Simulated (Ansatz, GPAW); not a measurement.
# Ballistic transport through methylbenzenedithiol between two Cu chains, from relaxation to T(E), part 2 of 3

How well does methylbenzenedithiol between two Cu chains conduct once its atoms have relaxed, and how much do cheaper levels lose?

GPAW 26.7.0 and Ansatz 0.2.0; Ansatz plane waves; relaxation of the junction with the lead ends held; PAW set soft_1 (the session's first sound run).

So far. Step 2 (Relaxation): The relaxation lowered the energy of the cell by 1.64 eV.

## Step 3: Plane waves, PBE

A plane-wave run comes first: its basis does not favour the atoms, so it serves as the reference for the orbital bases.

This step: Ansatz plane waves; Landauer transmission by layers, zero bias; PAW set soft_1 (Ansatz 0.2.0).

Contents of input.yaml:

```yaml
crystal:
  lattice:
    - [16.5182701827, 0.0, 0.0]
    - [0.0, 11.33015248, 0.0]
    - [0.0, 0.0, 33.2465275806]
  atoms:
    - { symbol: Cu, position: [0.5, 0.5, 0.0345900785] }
    - { symbol: Cu, position: [0.5, 0.5, 0.1037702356] }
    - { symbol: Cu, position: [0.5, 0.5, 0.1729503927] }
    - { symbol: Cu, position: [0.5, 0.5, 0.2421305497] }
    - { symbol: Cu, position: [0.5315313257, 0.394435583, 0.2997651138] }
    - { symbol: Cu, position: [0.5345104879, 0.495414818, 0.3605374293] }
    - { symbol: S, position: [0.6131616174, 0.5236573561, 0.4102190843] }
    - { symbol: C, position: [0.5875527442, 0.4757438178, 0.4586555986] }
    - { symbol: H, position: [0.4631133148, 0.536978299, 0.4615295828] }
    - { symbol: H, position: [0.708447027, 0.40761373, 0.4663971352] }
    - { symbol: C, position: [0.512540454, 0.4957387634, 0.4780830272] }
    - { symbol: C, position: [0.6503980476, 0.4225556357, 0.4811998301] }
    - { symbol: C, position: [0.5025322096, 0.4647190315, 0.5181066067] }
    - { symbol: C, position: [0.6411339823, 0.3884435847, 0.5211141802] }
    - { symbol: H, position: [0.7639415689, 0.3258480581, 0.5235216561] }
    - { symbol: H, position: [0.444701874, 0.4806373028, 0.5329510866] }
    - { symbol: C, position: [0.5650391412, 0.4090244461, 0.540337187] }
    - { symbol: C, position: [0.7103214986, 0.3309048689, 0.5428852539] }
    - { symbol: H, position: [0.694371662, 0.2411957716, 0.5526636771] }
    - { symbol: H, position: [0.7260540085, 0.3799280839, 0.5703142491] }
    - { symbol: S, position: [0.5483775061, 0.3482446338, 0.5881692425] }
    - { symbol: Cu, position: [0.5198616756, 0.4581979586, 0.638044963] }
    - { symbol: Cu, position: [0.5778538832, 0.5018245549, 0.6998723787] }
    - { symbol: Cu, position: [0.5, 0.5, 0.7578694503] }
    - { symbol: Cu, position: [0.5, 0.5, 0.8270496073] }
    - { symbol: Cu, position: [0.5, 0.5, 0.8962297644] }
    - { symbol: Cu, position: [0.5, 0.5, 0.9654099215] }
kpoints:
  mp_grid: { grid: [1, 1, 3] }
hamiltonian:
  xc: pbe
  pseudopotentials: { kind: paw, azcp: { folder: soft_1 } }
scf:
  occupations: { method: fermi_dirac, width: 0.1 }
output:
  transmission:
    leads: [[0, 1]]
    e_range: [-2, 2]
    de: 0.025
    kmesh: [1, 1]
    reduced_basis: true
  write_potential: true
  write_density: true
  volumetric_format: npy
```

Command:

```console
ansatz run input.yaml --threads 4 --pin off --max-ram 8192MiB --backend cpu --events-out ev --progress --plain --runs-dir out
```

Numbers of over 12 decimals in the logs are rounded to 6 here.

The log of the run:

```text
Engine: ansatz 0.2.0, aarch64-unknown-linux-gnu
Pseudopotentials: kind: paw
Pseudopotential: Cu, paw, valence charge 19, recommended cutoff 420 eV (normal), soft_1/Cu.paw.azcp
Pseudopotential: S, paw, valence charge 6, recommended cutoff 420 eV (normal), soft_1/S.paw.azcp
Pseudopotential: C, paw, valence charge 4, recommended cutoff 420 eV (normal), soft_1/C.paw.azcp
Pseudopotential: H, paw, valence charge 1, recommended cutoff 420 eV (normal), soft_1/H.paw.azcp
Functional definition: PBE
  parameter kappa = 0.804
  parameter beta = 0.066725
  exchange = pbe_x(kappa = kappa, mu = beta*pi^2/3)
  correlation = pbe_c(beta = beta)
Error: memory limit exceeded: the `transmission` phase of `transmission` needs 8.80 GiB against the run's memory maximum of 8.00 GiB; largest carriers: transmission 7.76 GiB, source scf tables 0.67 GiB, unmodelled-tail allowance 0.36 GiB, source scf state 0.02 GiB; the layers of output.transmission grow with the square of the cell's cross-section: a lower cutoff or a narrower output.transmission.e_range takes less, and so, most of all in a narrow cell, does a wider de; where no e_range is typed, a fill by count is planned with a gap of 40 thermal energies
with nothing else changed it takes a maximum of at least 8.81 GiB, with nothing to spare, and 9.69 GiB leaves up to a tenth: --max-ram 9.69GiB where that set the maximum, else more of the term that did, and with no share typed, where 9.69 GiB is over 0.88 of the host's memory or its container's limit, a share of 0.88 or more that holds the maximum too (--max-ram-frac F), where one does; The budget is ten elevenths of [...]
`transmission` follows the SCF: where the deck gives it k-points, a mesh or a band count of its own, those are what to reduce (not on a resume, whose deck is fixed)
```

Run time: 1.7 s. Hardware: 4 threads of Arm Neoverse V1, shared host; peak memory 0.47 GiB.

The program refused the input before any cycle.

The program's message: “Error: memory limit exceeded: the `transmission` phase of `transmission` needs 8.80 GiB against the run's memory maximum of 8.00 GiB; largest carriers: transmission 7.76 GiB, source scf tables 0.67 Gi …”

## Step 4: Double-zeta polarised basis

The script solves lead and junction separately, takes H and S in the orbital basis, and joins semi-infinite leads through their self-energies; the dzp basis is the working standard.

This step: GPAW LCAO, PAW setups; Landauer transmission from Green's functions with principal layers (ASE), zero bias (GPAW 26.7.0).

Contents of run.py:

```python
import json
import numpy as np
from ase import Atoms
from ase.transport.calculators import TransportCalculator
from gpaw import GPAW, FermiDirac
from gpaw.lcao.tools import get_lcao_hamiltonian
from scipy.linalg import eigh

# The junction with lead layers at both ends, along the third cell vector
device = Atoms(
    ['Cu', 'Cu', 'Cu', 'Cu', 'Cu', 'Cu', 'S', 'C', 'H', 'H', 'C', 'C', 'C', 'C', 'H', 'H', 'C', 'C', 'H', 'H', 'S', 'Cu', 'Cu', 'Cu', 'Cu', 'Cu', 'Cu'],
    positions=[
        [8.25914, 5.66508, 1.15000],
        [8.25914, 5.66508, 3.45000],
        [8.25914, 5.66508, 5.75000],
        [8.25914, 5.66508, 8.05000],
        [8.77998, 4.46902, 9.96615],
        [8.82919, 5.61313, 11.98662],
        [10.12837, 5.93312, 13.63836],
        [9.70535, 5.39025, 15.24871],
        [7.64983, 6.08405, 15.34426],
        [11.70232, 4.61833, 15.50609],
        [8.46628, 5.61680, 15.89460],
        [10.74345, 4.78762, 15.99822],
        [8.30096, 5.26534, 17.22525],
        [10.59042, 4.40113, 17.32524],
        [12.61899, 3.69191, 17.40528],
        [7.34571, 5.44569, 17.71877],
        [9.33347, 4.63431, 17.96434],
        [11.73328, 3.74920, 18.04905],
        [11.46982, 2.73278, 18.37415],
        [11.99316, 4.30464, 18.96097],
        [9.05825, 3.94566, 19.55458],
        [8.58722, 5.19145, 21.21278],
        [9.54515, 5.68575, 23.26833],
        [8.25914, 5.66508, 25.19653],
        [8.25914, 5.66508, 27.49653],
        [8.25914, 5.66508, 29.79653],
        [8.25914, 5.66508, 32.09653]],
    cell=[[16.51827, 0.0, 0.0], [0.0, 11.33015, 0.0], [0.0, 0.0, 33.24653]],
    pbc=True)

# One principal layer of the lead: the first 3 atoms of the device
lead = Atoms(
    ['Cu', 'Cu', 'Cu'],
    positions=[
        [8.25914, 5.66508, 1.15000],
        [8.25914, 5.66508, 3.45000],
        [8.25914, 5.66508, 5.75000]],
    cell=[[16.51827, 0.0, 0.0], [0.0, 11.33015, 0.0], [0.0, 0.0, 6.9]],
    pbc=True)

settings = dict(mode='lcao', basis='dzp', xc='PBE', h=0.2,
                occupations=FermiDirac(0.1), maxiter=250,
                mixer=dict(beta=0.1, nmaxold=8, weight=100.0),
                convergence=dict(density=0.0001))
energies = np.arange(-2, 2 + 1e-9, 0.025)
eta = 0.0001
n1, n2 = 1, 1
# k and -k transmit alike, so half of the mesh across the current serves
mesh = [(i, j) for i in range(n1) for j in range(n2) if (i, j) <= (-i % n1, -j % n2)]
weights = np.array([1 if (i, j) == (-i % n1, -j % n2) else 2 for i, j in mesh]) / (n1 * n2)

# [... helper functions left out ...]
fermi_lead = ground_state(lead, (1, 1, 16), 'lead.txt')
fermi_device = ground_state(device, (1, 1, 3), 'device.txt')
# [... loop over the mesh left out, but for ...]
        # Shift the lead onto the potential of the device's first layer
        shift = ((H[:, 0, 0] - H0[:, 0, 0]) / S0[0, 0]).real.mean()
# [...]
kT = 8.617333e-5 * 300
bias = [0.1, 0.2, 0.5, 1.0, 1.5, 2.0]
# [... integrals and printing left out ...]
```

Command:

```console
OMP_NUM_THREADS=1 OPENBLAS_NUM_THREADS=1 python run.py
```

The log of the run:

```text
basis functions: device 327, principal layer 45
Fermi level: lead -4.1292 eV, device -3.9118 eV; lead shifted by -0.0134 eV
largest coupling past the next layer 4.59e-05 eV, largest misfit of the first layer 0.053 eV
  E-E_F (eV)   T (one spin)  channels
    -2.000    9.2197e-01    1.0000
    -1.975    9.3129e-01    1.0000
    -1.950    8.8803e-01    1.0000
    -1.925    8.2578e-01    1.0000
    -1.900    7.5893e-01    1.0000
    -1.875    6.8385e-01    1.0000
    -1.850    5.1287e-01    1.0000
    -1.825    1.0053e-01    1.0000
    -1.800    2.8534e-01    1.0000
    -1.775    8.5022e-01    1.0000
    -1.750    7.4832e-01    1.0000
    -1.725    6.1780e-01    3.0000
    -1.700    5.8225e-01    3.0000
    -1.675    5.9445e-01    3.0000
    -1.650    6.3512e-01    3.0000
    -1.625    6.6555e-01    3.0000
[...]
1.825    1.4534e-02    1.0000
     1.850    1.5077e-02    1.0000
     1.875    1.5694e-02    1.0000
     1.900    1.6393e-02    1.0000
     1.925    1.7187e-02    1.0000
     1.950    1.8088e-02    1.0000
     1.975    1.9114e-02    1.0000
     2.000    2.0283e-02    1.0000
conductance at 300 K: 0.87485 G0 a cell; thermopower 14.24 uV/K
current from the zero-bias T(E) at 0.1 V: 6.7156 uA
current from the zero-bias T(E) at 0.2 V: 13.09 uA
current from the zero-bias T(E) at 0.5 V: 28.232 uA
current from the zero-bias T(E) at 1.0 V: 42.028 uA
current from the zero-bias T(E) at 1.5 V: 55.048 uA
current from the zero-bias T(E) at 2.0 V: 66.703 uA
```

The job ended after 2.6 min (1 thread; peak memory 2 GiB).

This step gave:

* conductance: 0.8748 G₀
* largest coupling past the next principal layer: 4.59e-5 eV
* largest misfit of the first principal layer: 0.05266 eV
* shift that aligns the lead: -0.01344 eV
* basis functions of the junction: 327
* basis functions of a principal layer: 45
* transmission at the Fermi level (one spin): 0.8998
* open channels of the lead at the Fermi level (one spin): 1

One spin. Table of transmission, zone mean by energy, zero at the Fermi level:

```
energy (eV)  transmission, zone mean
     -2.000                    0.922
     -1.800                    0.285
     -1.775                    0.850
     -1.600                    0.615
     -1.400                   0.0309
     -1.300                    0.815
     -1.200                    0.215
     -1.000                    0.592
     -0.925                    0.792
     -0.800                    0.444
     -0.600                    0.828
     -0.575                    0.990
     -0.400                    0.455
     -0.200                    0.851
     -0.075                    0.967
      0.000                    0.900
      0.200                    0.367
      0.400                    0.125
      0.600                   0.0538
      0.800                   0.0288
      1.000                   0.0185
      1.200                   0.0138
      1.400                   0.0120
      1.600                   0.0120
      1.800                   0.0141
      2.000                   0.0203
```

Crossings of the lead's bands, unfolded to its shortest repeat. Table of open channels, zone mean by energy, zero at the Fermi level:

| energy (eV) | open channels, zone mean |
| --- | --- |
| -2.000 | 1 |
| -1.900 | 1 |
| -1.800 | 1 |
| -1.700 | 3 |
| -1.600 | 3 |
| -1.500 | 3 |
| -1.400 | 3 |
| -1.300 | 3 |
| -1.200 | 4 |
| -1.100 | 4 |
| -1.000 | 4 |
| -0.900 | 4 |
| -0.800 | 6 |
| -0.700 | 6 |
| -0.600 | 6 |
| -0.500 | 4 |
| -0.400 | 4 |
| -0.300 | 4 |
| -0.200 | 3 |
| -0.100 | 1 |
| 0.000 | 1 |
| 0.100 | 1 |
| 0.200 | 1 |
| 0.300 | 1 |
| 0.400 | 1 |
| 0.500 | 1 |
| 0.600 | 1 |
| 0.700 | 1 |
| 0.800 | 1 |
| 0.900 | 1 |
| 1.000 | 1 |
| 1.100 | 1 |
| 1.200 | 1 |
| 1.300 | 1 |
| 1.400 | 1 |
| 1.500 | 1 |
| 1.600 | 1 |
| 1.700 | 1 |
| 1.800 | 1 |
| 1.900 | 1 |
| 2.000 | 1 |

Not self-consistent under bias; the bias window is split evenly. The current through one cell, from the zero-bias transmission by bias:

```csv
bias (V),"current through one cell, from the zero-bias transmission (μA)"
0.100,6.72
0.200,13.1
0.500,28.2
1.000,42.0
1.500,55.0
2.000,66.7
```

The transmission of the three most open eigenchannels by energy, zero at the Fermi level:

```csv
energy (eV),channel 1,channel 2,channel 3
-2.000,0.922,0,0
-1.800,0.285,4.2e-12,0
-1.600,0.615,2.0e-4,1.4e-7
-1.400,0.0296,0.00129,7.6e-5
-1.200,0.211,0.00279,8.0e-4
-1.000,0.590,9.8e-4,9.8e-5
-0.800,0.381,0.0636,2.5e-5
-0.600,0.824,0.00458,6.3e-7
-0.400,0.455,3.3e-6,2.0e-8
-0.200,0.851,4.6e-9,8.2e-10
0.000,0.900,0,0
0.200,0.367,0,0
0.400,0.125,0,0
0.600,0.0538,0,0
0.800,0.0288,0,0
1.000,0.0185,0,0
1.200,0.0138,0,0
1.400,0.0120,0,0
1.600,0.0120,0,0
1.800,0.0141,0,0
2.000,0.0203,0,0
```

Couplings past the next layer reach 4.6e-5 eV, small enough to drop; the matrix elements of the cell's first layer differ from the bulk lead's by up to 0.053 eV. That layer keeps its own values in the calculation, and only beyond it is the lead taken as perfect. The Fermi levels of lead and junction count from different zeros of potential, one for each periodic cell; with both set to zero, the small remaining shift is what aligns them. By hand: G = 0.8748 × 77.48 μS = 67.8 μS, a resistance of 14.8 kΩ; at 0.1 V a linear junction would pass 6.78 μA, and the integral over the bias window gives 6.72 μA.

## Step 5: GPAW, szp: basis = "szp(dzp)"

One radial function a shell plus polarisation makes the matrices smaller; the question is what that costs.

Edit run.py of step 4 so:

```diff
@@ -52,3 +52,3 @@
 
-settings = dict(mode='lcao', basis='dzp', xc='PBE', h=0.2,
+settings = dict(mode='lcao', basis='szp(dzp)', xc='PBE', h=0.2,
                 occupations=FermiDirac(0.1), maxiter=250,
```

The log of the run:

```text
basis functions: device 213, principal layer 27
Fermi level: lead -4.1790 eV, device -4.1214 eV; lead shifted by -0.0088 eV
largest coupling past the next layer 4.61e-05 eV, largest misfit of the first layer 0.046 eV
  E-E_F (eV)   T (one spin)  [channel counts left out]
    -2.000    4.6892e-01
    -1.975    4.2127e-01
    -1.950    3.9359e-01
    -1.925    3.7849e-01
    -1.900    3.7003e-01
    -1.875    3.5703e-01
    -1.850    2.6109e-01
    -1.825    7.6438e-02
    -1.800    2.1598e-01
    -1.775    2.7603e-01
    -1.750    2.6869e-01
    -1.725    2.5449e-01
    -1.700    2.8094e-01
    -1.675    3.2673e-01
    -1.650    3.8273e-01
    -1.625    4.1357e-01
[...]
1.825    2.1967e-02
     1.850    2.3184e-02
     1.875    2.4553e-02
     1.900    2.6096e-02
     1.925    2.7841e-02
     1.950    2.9816e-02
     1.975    3.2058e-02
     2.000    3.4611e-02
conductance at 300 K: 0.78569 G0 a cell; thermopower 22.23 uV/K
current from the zero-bias T(E) at 0.1 V: 6.0386 uA
current from the zero-bias T(E) at 0.2 V: 11.801 uA
current from the zero-bias T(E) at 0.5 V: 25.505 uA
current from the zero-bias T(E) at 1.0 V: 37.997 uA
current from the zero-bias T(E) at 1.5 V: 49.848 uA
current from the zero-bias T(E) at 2.0 V: 57.585 uA
```

It took 2 min on 1 thread; peak memory 2 GiB.

Numbers from this step:

| Item | Value |
| --- | --- |
| conductance | 0.7857 G₀ |
| largest coupling past the next principal layer | 4.61e-5 eV |
| largest misfit of the first principal layer | 0.04620 eV |
| shift that aligns the lead | -0.008831 eV |
| basis functions of the junction | 213 |
| basis functions of a principal layer | 27 |
| transmission at the Fermi level (one spin) | 0.8048 |

One spin. Transmission, zone mean against energy, zero at the Fermi level:

```
energy (eV)  transmission, zone mean
     -2.000                    0.469
     -1.900                    0.370
     -1.800                    0.216
     -1.700                    0.281
     -1.600                    0.355
     -1.500                   0.0907
     -1.400                   0.0347
     -1.300                    0.337
     -1.275                    0.836
     -1.200                    0.193
     -1.100                    0.417
     -1.050                    0.872
     -1.000                    0.487
     -0.900                    0.387
     -0.800                    0.269
     -0.700                    0.557
     -0.675                    0.631
     -0.600                    0.389
     -0.550                    0.945
     -0.500                    0.806
     -0.400                    0.379
     -0.300                    0.570
     -0.200                    0.844
     -0.100                    0.956
      0.000                    0.805
      0.100                    0.496
      0.200                    0.274
      0.300                    0.157
      0.400                   0.0958
      0.500                   0.0629
      0.600                   0.0441
      0.700                   0.0326
      0.800                   0.0254
      0.900                   0.0208
      1.000                   0.0177
      1.100                   0.0157
      1.200                   0.0145
      1.300                   0.0139
      1.400                   0.0139
      1.500                   0.0144
      1.600                   0.0156
      1.700                   0.0176
      1.800                   0.0209
      1.900                   0.0261
      2.000                   0.0346
```

Not self-consistent under bias; the bias window is split evenly. Table of current through one cell, from the zero-bias transmission by bias:

```csv
bias (V),"current through one cell, from the zero-bias transmission (μA)"
0.100,6.04
0.200,11.8
0.500,25.5
1.000,38.0
1.500,49.8
2.000,57.6
```

The transmission of the three most open eigenchannels by energy, zero at the Fermi level:

```
energy (eV)  channel 1  channel 2  channel 3
     -2.000      0.469          0          0
     -1.900      0.370          0          0
     -1.800      0.216    3.2e-12          0
     -1.700      0.281     1.0e-5     1.5e-7
     -1.600      0.355     3.6e-5     1.4e-7
     -1.500     0.0886    0.00214     8.6e-6
     -1.400     0.0337     9.8e-4     6.3e-7
     -1.300      0.336    0.00116     5.1e-5
     -1.200      0.189    0.00384     1.0e-4
     -1.100      0.411    0.00635     1.0e-4
     -1.000      0.482    0.00527     3.3e-5
     -0.900      0.386     4.2e-4     7.9e-6
     -0.800      0.266    0.00302     1.1e-5
     -0.700      0.510     0.0472     3.5e-6
     -0.600      0.360     0.0294     3.0e-6
     -0.500      0.804    0.00225     1.2e-6
     -0.400      0.379     1.3e-5     6.0e-8
     -0.300      0.570     3.0e-6     1.9e-8
     -0.200      0.844     7.6e-9    1.1e-10
     -0.100      0.956          0          0
      0.000      0.805          0          0
      0.100      0.496          0          0
      0.200      0.274          0          0
      0.300      0.157          0          0
      0.400     0.0958          0          0
      0.500     0.0629          0          0
      0.600     0.0441          0          0
      0.700     0.0326          0          0
      0.800     0.0254          0          0
      0.900     0.0208          0          0
      1.000     0.0177          0          0
      1.100     0.0157          0          0
      1.200     0.0145          0          0
      1.300     0.0139          0          0
      1.400     0.0139          0          0
      1.500     0.0144          0          0
      1.600     0.0156          0          0
      1.700     0.0176          0          0
      1.800     0.0209          0          0
      1.900     0.0261          0          0
      2.000     0.0346          0          0
```

The conductance, 0.786 G₀, lies 10 % below that of the dzp run.

(Part 2 of 3 ends here.)

[Logs are printed without paths, hosts, clocks, repeated set-up lines and the standing remarks that a program may print on its own settings, such as how far it seeks lower states.]

[Hosts, paths, dates, database ids (printed as entryN), source tags and the programs' standing remarks are cut or masked in the printed files.]
